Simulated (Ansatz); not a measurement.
# SrLiH3 (model cell, started as cubic perovskite with Sr in the octahedra): a soft mode frozen in, part 2 of 2

Aim: this structure of SrLiH3 (model cell, started as cubic perovskite with Sr in the octahedra) is to be tested for unstable modes, and one is followed downhill.

Ansatz 0.2.0; DFT PBEsol, scalar-relativistic, plane waves, PAW; PAW set soft_1.

So far. Step 5 (Energy along the mode, all amplitudes (two of the runs …): The energy still falls at the last step, so the rise lies beyond the steps tried. Step 7 (The new phase in its own primitive cell): The largest force component left is 0.13 meV/Å and the pressure is 0.000 GPa, within the tolerances set. The cell now holds 15.17 Å³/atom. The relaxed cell has a, b, c = 5.944, 8.858, 5.762 Å (conventional setting).

The structure was built from a prototype and need not be the compound's stable phase.

## (8) Modes of the new phase, k-mesh 6×6×6

A relaxed structure may still be a saddle point, so its zone-centre modes are computed. The response to a homogeneous field gives the Born charges and the dielectric tensor.

input.yaml reads:

```yaml
crystal:
  lattice:
    - [-2.9721682024, 4.4288247457, 2.8807978493]
    - [2.9721682024, -4.4288247457, 2.8807978493]
    - [2.9721682024, 4.4288247457, -2.8807978493]
  atoms:
    - { symbol: Li, position: [0.6624871972, 0.9124871972, 0.75] }
    - { symbol: Li, position: [0.3375128028, 0.0875128028, 0.25] }
    - { symbol: Sr, position: [0.0, 0.5, 0.5] }
    - { symbol: Sr, position: [0.5, 0.5, 0.0] }
    - { symbol: H, position: [0.0058268374, 0.7558268374, 0.25] }
    - { symbol: H, position: [0.9941731626, 0.2441731626, 0.75] }
    - { symbol: H, position: [0.6312226117, 0.5, 0.6312226117] }
    - { symbol: H, position: [0.3687773883, 0.5, 0.3687773883] }
    - { symbol: H, position: [0.3687773883, 0.0, 0.8687773883] }
    - { symbol: H, position: [0.6312226117, 0.0, 0.1312226117] }
kpoints:
  mp_grid: { grid: [6, 6, 6] }
hamiltonian:
  xc: pbesol
  pseudopotentials: { kind: paw, azcp: { folder: soft_1 }, xc_functional: pbe }
scf:
  occupations: { method: fixed }
output:
  eigenvalues: true
phonons:
  method: dfpt
  dielectric: true
  rigid_motions: translations
```

Started as:

```sh
> ansatz run input.yaml --threads 8 --pin off --max-ram 16384MiB --backend cpu --events-out ev --progress --plain --runs-dir out
```

Run time: 91 s. Hardware: 8 threads of Intel Xeon at 2.60GHz (Ice Lake), shared host; peak memory 2 GiB.

Read from the output:

```yaml
sum_rule_residual_before_enforcement: 3.32e-4 eV/Å²
miss_of_the_charge_sum_rule: 0.004642 e
estimated_error_of_the_dielectric_tensor: 0.01423
estimated_error_of_the_born_charges: 0.01337 e
point_group: mmm
highest_optical_mode_at_the_zone_centre_no_lo_to_term: 1205 cm⁻¹
lowest_optical_zone_centre_mode: -253.9 cm⁻¹
mean_high_frequency_dielectric_constant: 3.949
largest_born_charge_third_of_the_trace: 2.145 e
top_of_the_zone_centre_spectrum_with_the_field: 1226 cm⁻¹
```

Without the LO-TO term. Patterns of degenerate modes are one choice out of their space. Modes at Γ, with each element's share of the kinetic energy (negative means imaginary):

```
mode  frequency (cm⁻¹)  symmetry  Li %  Sr %  H %
   1            -253.9       B3u     7     1   92
   2            -244.3       B1g     0     0  100
   3               0.0  acoustic     7    90    3
   4               0.0  acoustic     7    90    3
   5               0.0  acoustic     7    90    3
   6              27.7       B1u     6    92    2
   7              68.7       B2u     9    85    6
   8             100.3       B3u    59     6   36
   9             114.9        Au     0    98    2
  10             219.7       B3g    94     0    6
  11             221.9       B2g    99     0    1
  12             285.6       B2u    69    23    8
  13             292.9       B1u    75    17    8
  14             293.2       B3u    27     3   70
  15             295.6        Ag    93     0    7
  16             436.7       B3g     1     0   99
  17             490.2       B2u    15     2   83
  18             536.7        Au     0     2   98
  19             564.7       B1u     9     0   91
  20             616.4       B2u     0     1   99
  21             670.6       B3g     5     0   95
  22             673.0       B2g     1     0   99
  23             758.7        Ag     7     0   93
  24             807.8       B1u     3     0   97
  25             956.9       B2g     0     0  100
  26             987.2        Ag     0     0  100
  27            1097.8       B3u     0     1   99
  28            1102.8       B1g     0     0  100
  29            1143.8       B1u     0     1   99
  30            1204.7       B3g     0     0  100
```

Displacements in mode 1 (-253.9 cm⁻¹), the largest set to 1:
```
Li1 -0.15  0.00  0.00
Li2 -0.15  0.00  0.00
Sr3 -0.01  0.00  0.00
Sr4 -0.01  0.00  0.00
H5   1.00  0.00  0.00
H6   1.00  0.00  0.00
H7   0.50  0.00  0.48
H8   0.50  0.00  0.48
H9   0.50  0.00 -0.48
H10  0.50  0.00 -0.48
```

Displacements in mode 28 (1102.8 cm⁻¹), the largest set to 1:
```
Li1  0.00  0.00  0.00
Li2  0.00  0.00  0.00
Sr3  0.00  0.00  0.00
Sr4  0.00  0.00  0.00
H5   0.00  0.00  0.00
H6   0.00  0.00  0.00
H7  -0.93  0.00  1.00
H8   0.93  0.00 -1.00
H9   0.93  0.00  1.00
H10 -0.93  0.00 -1.00
```

Optical modes at the zone centre, without and with the macroscopic field of the longitudinal modes; each column is sorted by frequency, so a row need not hold one and the same mode. Modes with and without the field, by row:

```
rank among optical modes  no field (cm⁻¹)  q along (1, 0, 0) (cm⁻¹)  q along (0, 1, 0) (cm⁻¹)  q along (0, 0, 1) (cm⁻¹)
                       1           -253.9                    -244.3                    -253.9                    -253.9
                       2           -244.3                      27.7                    -244.3                    -244.3
                       3             27.7                      68.7                      27.7                      52.8
                       4             68.7                      99.2                     100.3                      68.7
                       5            100.3                     114.9                     110.2                     100.3
                       6            114.9                     219.7                     114.9                     114.9
                       7            219.7                     221.9                     219.7                     219.7
                       8            221.9                     285.6                     221.9                     221.9
                       9            285.6                     287.1                     292.6                     285.6
                      10            292.9                     292.9                     292.9                     293.2
                      11            293.2                     295.6                     293.2                     295.6
                      12            295.6                     436.7                     295.6                     297.3
                      13            436.7                     490.2                     436.7                     436.7
                      14            490.2                     536.7                     536.7                     490.2
                      15            536.7                     549.6                     564.7                     536.7
                      16            564.7                     564.7                     612.3                     616.4
                      17            616.4                     616.4                     670.6                     670.6
                      18            670.6                     670.6                       673                       673
                      19              673                       673                     758.7                     684.1
                      20            758.7                     758.7                     807.8                     758.7
                      21            807.8                     807.8                     872.8                       901
                      22            956.9                     956.9                     956.9                     956.9
                      23            987.2                     987.2                     987.2                     987.2
                      24             1098                      1103                      1098                      1098
                      25             1103                      1144                      1103                      1103
                      26             1144                      1199                      1144                      1205
                      27             1205                      1205                      1205                      1226
```

Born charge (rows field, columns displacement) (e), principal values of the symmetric part by kind of site:

```
atom  atoms with these values    low  middle   high   mean
 Li1                        2   0.77    0.84   1.15   0.92
 Sr3                        2   1.97    2.14   2.33   2.14
  H5                        2  -1.12   -1.03  -1.00  -1.05
  H7                        4  -1.15   -0.97  -0.90  -1.01
```

In full for Sr3:

```
 2.14  0.00  0.00
 0.00  2.31 -0.09
 0.00 -0.07  1.99
```

High-frequency dielectric tensor:

```
4.19 0.00 0.00
0.00 4.04 0.00
0.00 0.00 3.62
```

Transverse modes; imaginary modes are left out. Lines of the infrared spectrum (strongest = 100):

```
position (cm⁻¹)  lines merged  relative intensity
             28             1                 0.8
             69             1                 5.2
            100             1                 0.2
            115             1                 0.0
            220             1                 0.0
            222             1                 0.0
            286             1                 3.2
            293             2                 2.5
            296             1                 0.0
            437             1                 0.0
            490             1                 100
            537             1                 0.0
            565             1                  49
            616             1                 2.8
            671             1                 0.0
            673             1                 0.0
            759             1                 0.0
            808             1                  21
            957             1                 0.0
            987             1                 0.0
           1098             1                  36
           1103             1                 0.0
           1144             1                  23
           1205             1                 0.0
```

Before it was imposed, the acoustic sum rule was missed by 3.3e-4 eV/Å² and the charge sum rule by 0.0046 e. Small misses are needed for a sound result but don't prove that mesh and cutoff are converged. The lowest optical mode is imaginary, 253.9i cm⁻¹, so the energy falls along it.

## (9) Results

| Property | Result |
| --- | --- |
| unstable mode of the parent | q = (-0.5, -0.5, -0.5), 560i cm⁻¹ |
| depth at the lowest point sampled | 69.6 meV/atom |
| largest atomic shift at that point | 0.6 Å |
| space group reached | Imma |
| energy gained over the parent (first relaxation, on the mesh of the frozen mode) | 264 meV/atom |
| volume per atom, phase reached | 15.2 Å³ |
| gap on the k-mesh, phase reached | 1.56 eV |
| lowest optical zone-centre mode, phase reached | -254 cm⁻¹ |
| highest optical mode at the zone centre (no LO-TO term), phase reached | 1205 cm⁻¹ |

In words: Along this mode the structure falls into Imma, 264 meV/atom below the parent. At the parent's cell the well is 69.60 meV/atom deep on the steps tried, with its lowest point at a shift of 0.6 Å. That is the last step tried, so the steps alone don't bracket the bottom of the well. Relaxing atoms and cell changes the gain by +194.57 meV/atom against the lowest step (energies at zero smearing). Most of the total comes from this relaxation. The new phase still has an imaginary mode at the zone centre of its cell, so it is a saddle point on the way to a lower structure. Of the 4 patterns followed from this parent, this one ends 47.5 meV/atom above the lowest, R-3c. Each path keeps the symmetry of its pattern, so a lower phase may lie along a pattern not tried. The volume moved by more than a tenth on the k mesh of the start, so the energy gain is rough. The PAW files were made for PBE and serve the other functionals too. The starting cell was built on a prototype and not taken from a measurement, so the phase need not exist.

[Long decimals in the printed logs are rounded to 6 places.]

[Logs are printed without paths, hosts, clocks, repeated set-up lines and the standing remarks that a program may print on its own settings, such as how far it seeks lower states.]

[Hosts, paths, dates, database ids (printed as entryN), source tags and the programs' standing remarks are cut or masked in the printed files.]

[Where the starting crystal was built by hand or by swapping elements, it need not be the compound's stable phase.]
